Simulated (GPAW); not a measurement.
# Nb2N(OH)2 MXene monolayer in an electric field, part 2 of 2

Aim: the dipole that a field along the normal induces in Nb2N(OH)2 MXene monolayer.

GPAW 26.7.0; GPAW, PAW setups; layer in a repeated cell with vacuum, relaxation of atoms and in-plane cell (the session's first sound run).

So far. Step 9 (Field on): The dipole is now 0.121 e Å, against 5.4e-4 in the run without a field.

### Step 10. In a field (continued)

The electrostatic potential energy of an electron (without an applied field's), less the Fermi level, planar mean oscillates, so the rows of the table below give means over windows of 1 Å about each position, cut where the curve ends. Its maxima inside the range that stand out by 2 % of the span (Å: eV): 0.5: 4.47, 9.3: 0.423, 10.4: -6.18, 12.0: -12.5, 12.7: -12.8, 14.3: -7.37, 15.4: -1.55. Its minima: 9.0: -0.302, 10.0: -9.80, 11.3: -23.3, 12.4: -16.3, 13.4: -24.0, 14.7: -11.2, 15.7: -2.48.

Electrostatic potential energy of an electron (without an applied field's), less the Fermi level, planar mean against z; means over each step:

z (Å), electrostatic potential energy of an electron (without an applied field's), less the Fermi level, planar mean (eV) and a bar from the least value:
```
        0        3.8 #############################
        1        4.5 ##############################
        2        4.5 ##############################
        3        4.5 ##############################
        4        4.4 ##############################
        5        4.4 ##############################
        6        4.3 ##############################
        7        3.9 #############################
        8        2.8 ############################
        9        0.4 ########################
       10       -6.5 ###############
       11      -16.8 #
       12      -15.4 ###
       13      -17.8 
       14      -13.1 ######
       15       -6.2 ################
       16       -1.4 ######################
       17        0.3 ########################
       18        0.6 #########################
       19        0.7 #########################
       20        0.8 #########################
       21        0.8 #########################
       22        0.8 #########################
       23        0.8 #########################
       24        0.9 #########################
```

The dipole is now 0.182 e Å, against 5.4e-4 in the run without a field.

### Step 11. The series

The members are put on one axis.

This step: induced dipole against applied field (GPAW 26.7.0).

Table of dipole along the normal by field:

```csv
field (V/Å),dipole along the normal (e·Å)
-0.200,-0.121
-0.100,-0.0601
-0.050,-0.0300
0.000,5.4e-4
0.050,0.0300
0.100,0.0601
0.200,0.121
0.300,0.182
```

### Step 12. A changed run

One more run, with changed settings.

This step: GPAW, PAW setups; slab in vacuum (GPAW 26.7.0).

The input, run.py:

```python
import json
import numpy as np
from ase import Atoms
from gpaw import GPAW, PW

slab = Atoms(
    ['H', 'O', 'Nb', 'N', 'Nb', 'O', 'H'],
    positions=[
        [-0.00000, 1.85296, 9.00000],
        [-0.00000, 1.85296, 9.98019],
        [1.60470, 0.92647, 11.30214],
        [-0.00000, -0.00000, 12.35422],
        [-0.00000, 1.85296, 13.40629],
        [1.60470, 0.92647, 14.72824],
        [1.60470, 0.92647, 15.70843]],
    cell=[[3.20941, 0.0, 0.0], [-1.6047, 2.77943, 0.0], [0.0, 0.0, 24.7084]],
    pbc=[True, True, False])

slab.calc = GPAW(mode=PW(500), xc='PBE', kpts={'size': (1, 1, 1), 'gamma': True},
                 occupations={'name': 'fermi-dirac', 'width': 0.05}, nbands='160%',
                 convergence={'density': 1e-05}, maxiter=75,
                 poissonsolver={'dipolelayer': 'xy'},
                 symmetry={'tolerance': 1e-3}, txt='slab.txt')
result = {}
energy = slab.get_potential_energy()
fermi = slab.calc.get_fermi_level()
v = slab.calc.get_electrostatic_potential().mean((0, 1)) - fermi
n = slab.calc.get_pseudo_density().mean((0, 1))
L = slab.cell[2, 2]
z = np.arange(len(v)) * L / len(v)
low, high = slab.positions[:, 2].min(), slab.positions[:, 2].max()
below, above = np.interp([low - 6.8, high + 6.8], z, v)
slopes = [np.interp(x, z, np.gradient(v, z)) for x in (low - 6.8, high + 6.8)]
eps = np.array([[slab.calc.get_eigenvalues(k, s) for k in range(len(slab.calc.get_ibz_k_points()))]
                for s in range(slab.calc.get_number_of_spins())]) - fermi
top, bottom = eps[eps < 0].max(), eps[eps > 0].min()
dipole = slab.get_dipole_moment()[2]
print(f'energy {energy:.4f} eV, Fermi level {fermi:.4f} eV, dipole {dipole:.5f} e A')
print(f'potential 6.8 A off the faces, from the Fermi level: lower {below:.4f} eV, upper {above:.4f} eV')
print(f'slope of the potential there: lower {slopes[0]:.5f}, upper {slopes[1]:.5f} eV/A')
print(f'nearest levels on the mesh: {top:.4f} and {bottom:.4f} eV')
print('magnetic moment', round(slab.get_magnetic_moment(), 3))
result.update(energy=energy, fermi=fermi, dipole=dipole, below=below, above=above, slopes=slopes, edges=[top, bottom],
              z=z.tolist(), v=v.tolist(), n=n.tolist(), positions=slab.positions.tolist(),
              forces=slab.get_forces(apply_constraint=False).tolist(), moments=slab.get_magnetic_moments().tolist())
json.dump(result, open('result.json', 'w'))
```

The run is started by

```sh
$ OMP_NUM_THREADS=1 OPENBLAS_NUM_THREADS=1 python run.py
```

The job ended after 14 s (1 thread of Arm Neoverse V1, shared host; peak memory 0.2 GiB).

The run finished. A setting was moved off its sound value on purpose, so it serves as a test and not as the result.

The fault put into the input: one k-point (kpts = [1, 1]).

The two runs compared:

```csv
quantity,this run,sound run,difference
upper work function (eV),3.2176,2.5394,0.678
lower work function (eV),3.2280,2.5499,0.678
```

The two runs differ clearly in the upper work function: 3.22 eV against 2.54 eV.

### Step 13. What came out

```yaml
work_function_upper_and_lower_face: 2.539 and 2.550 eV
dipole_along_the_normal: 5.4e-4 e Å
induced_dipole_per_field: 0.605 e Å per V/Å
out_of_plane_polarisability_per_area_alpha_eps_0_a: 12.3 Å
```

In words: The field induces 0.605 e Å per V/Å, a polarisable thickness α/(ε0 A) of 12.3 Å beside 6.71 Å between the outermost nuclei. A perfect conductor would give the distance between its two image planes; a dielectric of thickness t gives t(1 - 1/ε). The induced dipole is linear in the field over this range. The starting lattice was a guess from atomic radii; the relaxation moved it by 4 %. The small printed dipole stands for a step of -11 meV from the lower to the upper face, and the probes find -10 meV; values this small are near the numerical noise of both. The cell holds an odd number of electrons, so without spin polarisation it must come out metallic and without a moment, whatever its true state. The layer's cell and atoms come from the relaxation; spin-orbit coupling and temperature are left out.

[Logs are printed without paths, hosts, clocks, repeated set-up lines and the standing remarks that a program may print on its own settings, such as how far it seeks lower states.]

[Hosts, paths, dates, database ids (printed as entryN), source tags and the programs' standing remarks are cut or masked in the printed files.]
